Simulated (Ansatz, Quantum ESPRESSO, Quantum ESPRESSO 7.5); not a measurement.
**Complex bands of AlN, zinc blende type, lattice constant set to 4.463 Å**

How good a tunnel barrier is AlN, zinc blende type, lattice constant set to 4.463 Å?

Main program and level: Quantum ESPRESSO 7.5; plane-wave DFT, LDA, PseudoDojo norm-conserving pseudopotentials (cross-check by Ansatz 0.2.0 with PAW datasets).

This is a report of a sequence of runs, with most program output left out.

The structure was built from a prototype and need not be the compound's stable phase.

**1. Set-up**

Symmetry: F-43m, No. 216, cubic system. The conventional cell has a = 4.463 Å, b = 4.463 Å, c = 4.463 Å, α = 90.00°, β = 90.00°, γ = 90.00°. Nearest to Al lie 4 N at 1.93 Å. N has 4 Al at 1.93 Å nearest. Farther neighbours and most contacts between anions are not listed.

**2. Self-consistent run**

pwcond needs a cell whose third axis lies along the current and stands perpendicular to the other two.

Contents of scf.in:

```
&control
  prefix = 'scf'
  outdir = './out'
  pseudo_dir = './pseudo'
  calculation = 'scf'
  tprnfor = .true.
/
&system
  ibrav = 0
  nat = 4
  ntyp = 2
  ecutwfc = 72
  ecutrho = 288
  occupations = 'fixed'
  nbnd = 12
/
&electrons
  conv_thr = 1e-09
  mixing_beta = 0.6
  electron_maxstep = 120
/
ATOMIC_SPECIES
  Al  26.9815  Al.dojo-sr-lda-0.4.1-standard.upf
  N   14.0070  N.dojo-sr-lda-0.4.1-standard.upf
CELL_PARAMETERS angstrom
  3.15581756443556 0.00000000000000 0.00000000000000
  0.00000000000000 3.15581756443556 0.00000000000000
  0.00000000000000 0.00000000000000 4.46300000000000
ATOMIC_POSITIONS crystal
  Al  0.000000000000 0.000000000000 0.000000000000
  N   0.500000000000 0.000000000000 0.250000000000
  Al  0.500000000000 0.500000000000 0.500000000000
  N   0.000000000000 0.500000000000 0.750000000000
K_POINTS automatic
  8 8 6 0 0 0
```

Launch:

```
$ OMP_NUM_THREADS=1 mpirun -n 2 pw.x -nk 2 -in scf.in > scf.out
```

It took 12 s on 2 MPI ranks of Intel Xeon 6975P-C (Granite Rapids), shared host; peak memory 0.17 GiB; 24 s of CPU time.

Numbers from this step:

```
free energy                          : -698.6949 eV
valence top, on the run's zero       : 6.000 eV
conduction bottom, on the run's zero : 9.222 eV
gap by band count                    : 3.222 eV
```

The program's own clock; routines nest. Time by routine:

```csv
routine,wall time (s),calls
PWSCF,11.26,1
electrons,10.16,1
c_bands,8.86,12
cegterg,7.22,360
h_psi,6.39,1530
vloc_psi,5.1,1530
fftw,4.91,29236
sum_band,1.19,12
init_run,0.93,1
calbec,0.76,1650
h_psi:calbec,0.71,1530
wfcinit,0.6,1
init_us_2,0.56,780
add_vuspsi,0.51,1530
```

The run needed 12 iterations to bring the estimated error under 1e-09 Ry.

**3. Complex band structure**

ikind = 0 solves one period of the crystal for all kz, real and complex, at each energy and k across. ewind and epsproj trim the two-dimensional plane-wave basis; nz1 sets the subslabs.

Contents of cbs.in:

```
&inputcond
  outdir = './out'
  prefixl = 'scf'
  band_file = 'cbs'
  ikind = 0
  ewind = 4.0
  epsproj = 1e-05
  nz1 = 7
  energy0 = 7.44
  denergy = -0.24
/
4
  0.00000000 0.00000000 1.00000000
  0.50000000 0.00000000 1.00000000
  0.50000000 0.50000000 1.00000000
  0.25000000 0.00000000 1.00000000
40
```

Launch:

```
$ OMP_NUM_THREADS=1 mpirun -n 2 pwcond.x -in cbs.in > cbs.out
```

Wall time 68 s (2 MPI ranks); peak memory 0.13 GiB; 2.3 min of CPU time.

Numbers from this step:

- peak of the smallest κ at the zone centre: 0.257 Å⁻¹
- energy of the peak at the zone centre: 1.68 eV
- peak of the smallest κ at (1/2, 0): 0.477 Å⁻¹
- peak of the smallest κ at (1/2, 1/2): 0.365 Å⁻¹
- peak of the smallest κ at (1/4, 0): 0.499 Å⁻¹

K across = (0, 0) in the cell's reciprocal vectors; values within 0.0025 1/Å of each other count once, columns are sorted by size at each energy, a dash where no further value was kept. Table of Im kz of the slowest decaying states by energy, zero at the highest filled level of the SCF mesh:

| energy (eV) | decay 1 (Å⁻¹) | decay 2 (Å⁻¹) | decay 3 (Å⁻¹) |
| --- | --- | --- | --- |
| -1.92 | 0.352 | 0.787 | 1.60 |
| -1.68 | 0.769 | 1.58 | 2.25 |
| -1.44 | 0.751 | 1.56 | 2.23 |
| -1.20 | 0.732 | 1.55 | 2.22 |
| -0.96 | 0.713 | 1.53 | 2.20 |
| -0.72 | 0.694 | 1.51 | 2.19 |
| -0.48 | 0.674 | 1.49 | 2.17 |
| -0.24 | 0.653 | 1.47 | 2.16 |
| 0.00 | 0.632 | 1.45 | 2.15 |
| 0.24 | 0.13 | 0.262 | 0.61 |
| 0.72 | 0.208 | 0.458 | 0.562 |
| 0.96 | 0.229 | 0.518 | 0.537 |
| 1.20 | 0.243 | 0.51 | 0.566 |
| 1.44 | 0.252 | 0.48 | 0.606 |
| 1.68 | 0.257 | 0.449 | 0.639 |
| 1.92 | 0.257 | 0.415 | 0.668 |
| 2.16 | 0.252 | 0.377 | 0.692 |
| 2.40 | 0.244 | 0.333 | 0.714 |
| 2.64 | 0.23 | 0.282 | 0.732 |
| 2.88 | 0.211 | 0.218 | 0.748 |
| 3.12 | 0.121 | 0.184 | 0.762 |
| 3.36 | 0.145 | 0.773 | 1.13 |
| 3.60 | 0.077 | 0.783 | 1.10 |
| 3.84 | 0.792 | 1.07 | 1.83 |
| 4.08 | 0.799 | 1.05 | 1.81 |
| 4.32 | 0.805 | 1.01 | 1.78 |
| 4.56 | 0.809 | 0.984 | 1.76 |
| 4.80 | 0.812 | 0.951 | 1.74 |
| 5.28 | 0.816 | 0.882 | 1.69 |
| 5.52 | 0.816 | 0.844 | 1.67 |
| 5.76 | 0.061 | 0.805 | 0.816 |
| 6.00 | 0.135 | 0.763 | 0.814 |
| 6.24 | 0.175 | 0.718 | 0.811 |
| 6.48 | 0.203 | 0.671 | 0.808 |
| 6.72 | 0.224 | 0.619 | 0.803 |
| 6.96 | 0.239 | 0.561 | 0.798 |
| 7.20 | 0.251 | 0.497 | 0.791 |
| 7.44 | 0.259 | 0.422 | 0.783 |

K across = (0, 0) in the cell's reciprocal vectors. Re kz of states that move upwards against energy, zero at the highest filled level of the SCF mesh:

```
energy (eV)  channel 1 (Å⁻¹)  channel 2 (Å⁻¹)  channel 3 (Å⁻¹)
      -1.92           -0.513                -                -
      -1.68           -0.465           0.0890           0.0918
      -1.20           -0.367            0.546            0.547
      -0.96           -0.318            0.682            0.685
      -0.72           -0.603           -0.603           -0.266
      -0.24           -0.338           -0.337           -0.144
       0.00           -0.127           -0.126          -0.0192
       0.24                -                -                -
       0.72                -                -                -
       0.96                -                -                -
       1.20                -                -                -
       1.68                -                -                -
       1.92                -                -                -
       2.16                -                -                -
       2.64                -                -                -
       2.88                -                -                -
       3.36            0.139                -                -
       3.60            0.233                -                -
       3.84            0.108            0.302                -
       4.32            0.234            0.411                -
       4.56            0.285            0.460                -
       4.80            0.334            0.508                -
       5.28            0.439            0.610                -
       5.52            0.505            0.674                -
       5.76                -                -                -
       6.24                -                -                -
       6.48                -                -                -
       6.72                -                -                -
       7.20                -                -                -
       7.44                -                -                -
```

K across = (1/2, 0) in the cell's reciprocal vectors; values within 0.0025 1/Å of each other count once, columns are sorted by size at each energy, a dash where no further value was kept. Im kz of the slowest decaying states against energy, zero at the highest filled level of the SCF mesh:

| energy (eV) | decay 1 (Å⁻¹) | decay 2 (Å⁻¹) | decay 3 (Å⁻¹) |
| --- | --- | --- | --- |
| -1.92 | 1.20 | 1.20 | 1.50 |
| -1.68 | 1.14 | 1.15 | 1.48 |
| -1.20 | 0.992 | 1.00 | 1.43 |
| -0.96 | 0.883 | 0.896 | 1.41 |
| -0.72 | 0.707 | 0.733 | 1.38 |
| -0.24 | 0.151 | 0.163 | 0.658 |
| 0.00 | 0.224 | 0.233 | 0.807 |
| 0.24 | 0.275 | 0.282 | 0.884 |
| 0.72 | 0.346 | 0.352 | 0.966 |
| 0.96 | 0.372 | 0.378 | 0.989 |
| 1.20 | 0.395 | 0.401 | 1.01 |
| 1.68 | 0.43 | 0.435 | 1.02 |
| 1.92 | 0.443 | 0.449 | 1.03 |
| 2.16 | 0.454 | 0.46 | 1.03 |
| 2.64 | 0.47 | 0.475 | 1.02 |
| 2.88 | 0.474 | 0.479 | 0.995 |
| 3.36 | 0.477 | 0.482 | 0.937 |
| 3.60 | 0.475 | 0.48 | 0.908 |
| 3.84 | 0.471 | 0.476 | 0.878 |
| 4.32 | 0.456 | 0.461 | 0.816 |
| 4.56 | 0.445 | 0.45 | 0.784 |
| 4.80 | 0.431 | 0.436 | 0.751 |
| 5.28 | 0.392 | 0.398 | 0.682 |
| 5.52 | 0.367 | 0.372 | 0.645 |
| 5.76 | 0.336 | 0.341 | 0.606 |
| 6.24 | 0.248 | 0.254 | 0.521 |
| 6.48 | 0.177 | 0.183 | 0.473 |
| 6.72 | 0.419 | 0.43 | 0.824 |
| 7.20 | 0.274 | 0.294 | 0.78 |
| 7.44 | 0.135 | 0.181 | 0.757 |

K across = (1/2, 1/2) in the cell's reciprocal vectors; values within 0.0025 1/Å of each other count once, columns are sorted by size at each energy, a dash where no further value was kept. Im kz of the slowest decaying states against energy, zero at the highest filled level of the SCF mesh:

| energy (eV) | decay 1 (Å⁻¹) | decay 2 (Å⁻¹) | decay 3 (Å⁻¹) |
| --- | --- | --- | --- |
| -1.92 | 2.33 | 2.49 | - |
| -1.68 | 0.035 | 0.082 | 0.086 |
| -1.20 | 0.265 | 0.27 | 0.278 |
| -0.96 | 0.301 | 0.325 | 0.331 |
| -0.72 | 0.326 | 0.367 | 0.372 |
| -0.24 | 0.355 | 0.428 | 0.432 |
| 0.00 | 0.362 | 0.451 | 0.455 |
| 0.24 | 0.365 | 0.471 | 0.474 |
| 0.72 | 0.361 | 0.501 | 0.504 |
| 0.96 | 0.354 | 0.513 | - |
| 1.20 | 0.345 | 0.522 | 0.525 |
| 1.68 | 0.318 | 0.536 | 2.09 |
| 1.92 | 0.299 | 0.54 | 2.07 |
| 2.16 | 0.276 | 0.543 | 2.05 |
| 2.64 | 0.213 | 0.545 | - |
| 2.88 | 0.167 | 0.544 | 2.00 |
| 3.36 | 0.539 | 1.96 | - |
| 3.60 | 0.535 | 1.95 | - |
| 3.84 | 0.529 | 1.93 | - |
| 4.32 | 0.515 | 1.89 | - |
| 4.56 | 0.506 | 1.87 | - |
| 4.80 | 0.496 | 1.85 | - |
| 5.28 | 0.471 | 1.81 | - |
| 5.52 | 0.457 | 1.79 | - |
| 5.76 | 0.441 | 1.76 | - |
| 6.24 | 0.144 | 0.402 | - |
| 6.48 | 0.176 | 0.38 | - |
| 6.72 | 0.2 | 0.354 | 1.68 |
| 7.20 | 0.232 | 0.291 | 1.63 |
| 7.44 | 0.242 | 0.249 | 1.60 |

K across = (1/4, 0) in the cell's reciprocal vectors; values within 0.0025 1/Å of each other count once, columns are sorted by size at each energy, a dash where no further value was kept. Im kz of the slowest decaying states against energy, zero at the highest filled level of the SCF mesh:

```
energy (eV)  decay 1 (Å⁻¹)  decay 2 (Å⁻¹)  decay 3 (Å⁻¹)
      -1.92          0.122          0.626           1.18
      -1.68          0.158          0.503           1.15
      -1.20           0.17           1.10           1.74
      -0.96          0.147           1.07           1.72
      -0.72          0.073           1.04           1.70
      -0.24          0.986           1.65           1.75
       0.00          0.191          0.958           1.62
       0.24          0.264          0.338          0.929
       0.72          0.354          0.572          0.872
       0.96          0.386          0.648          0.843
       1.20          0.412          0.711          0.814
       1.68          0.452          0.754          0.816
       1.92          0.466          0.724          0.862
       2.16          0.478          0.693          0.908
       2.64          0.493          0.629           1.02
       2.88          0.498          0.595           1.12
       3.36          0.499          0.522           1.11
       3.60          0.482          0.496           1.10
       3.84          0.439          0.491           1.09
       4.32          0.335          0.471           1.07
       4.56          0.267          0.457           1.06
       4.80          0.174          0.437           1.05
       5.28          0.373           1.03           1.20
       5.52          0.305           1.02           1.17
       5.76          0.459           1.00           1.14
       6.24          0.547          0.971           1.06
       6.48          0.575          0.954           1.03
       6.72          0.085          0.599          0.936
       7.20          0.177           0.65           0.89
       7.44          0.195           0.69          0.821
```

The program's own clock; routines nest. Time by routine:

```
     routine  wall time (s)  calls
      PWCOND          67.51      1
scatter_forw           47.9    160
      compbs          18.36    160
    compbs_2          17.24    160
       local           0.87      4
        init           0.35      1
       poten           0.07      1
```

**4. Complex band structure, with ewind = 6.0 and epsproj = 1e-07**

A sensitivity test on the input.

cbs.w.in is the input of step 3 with these lines changed:

```diff
@@ -3,6 +3,6 @@
   prefixl = 'scf'
-  band_file = 'cbs'
+  band_file = 'cbs.w'
   ikind = 0
-  ewind = 4.0
-  epsproj = 1e-05
+  ewind = 6.0
+  epsproj = 1e-07
   nz1 = 7
```

Launch:

```
$ OMP_NUM_THREADS=1 mpirun -n 2 pwcond.x -in cbs.w.in > cbs.w.out
```

It took 5.7 min on 2 MPI ranks; peak memory 0.21 GiB; 11 min of CPU time.

Beside the run it was changed from:

```
                                       quantity  this run  unchanged run  difference
peak of the smallest κ at the zone centre (Å⁻¹)     0.257          0.257           0
       peak of the smallest κ at (1/2, 0) (Å⁻¹)     0.485          0.477      0.0080
     peak of the smallest κ at (1/2, 1/2) (Å⁻¹)     0.365          0.365           0
                                  wall time (s)       343             68
```

The physical values in this table move by up to 1.7 %.

(Continued in part 2 of 2.)

[Logs are printed without paths, hosts, clocks, repeated set-up lines and the standing remarks that a program may print on its own settings, such as how far it seeks lower states.]

[Hosts, paths, dates, database ids (printed as entryN), source tags and the programs' standing remarks are cut or masked in the printed files.]

[Maps of the electrostatic potential energy from Ansatz leave out the sawtooth potential of an applied field or a dipole correction, so their vacuum need not be flat; planar profiles and work functions include it.]
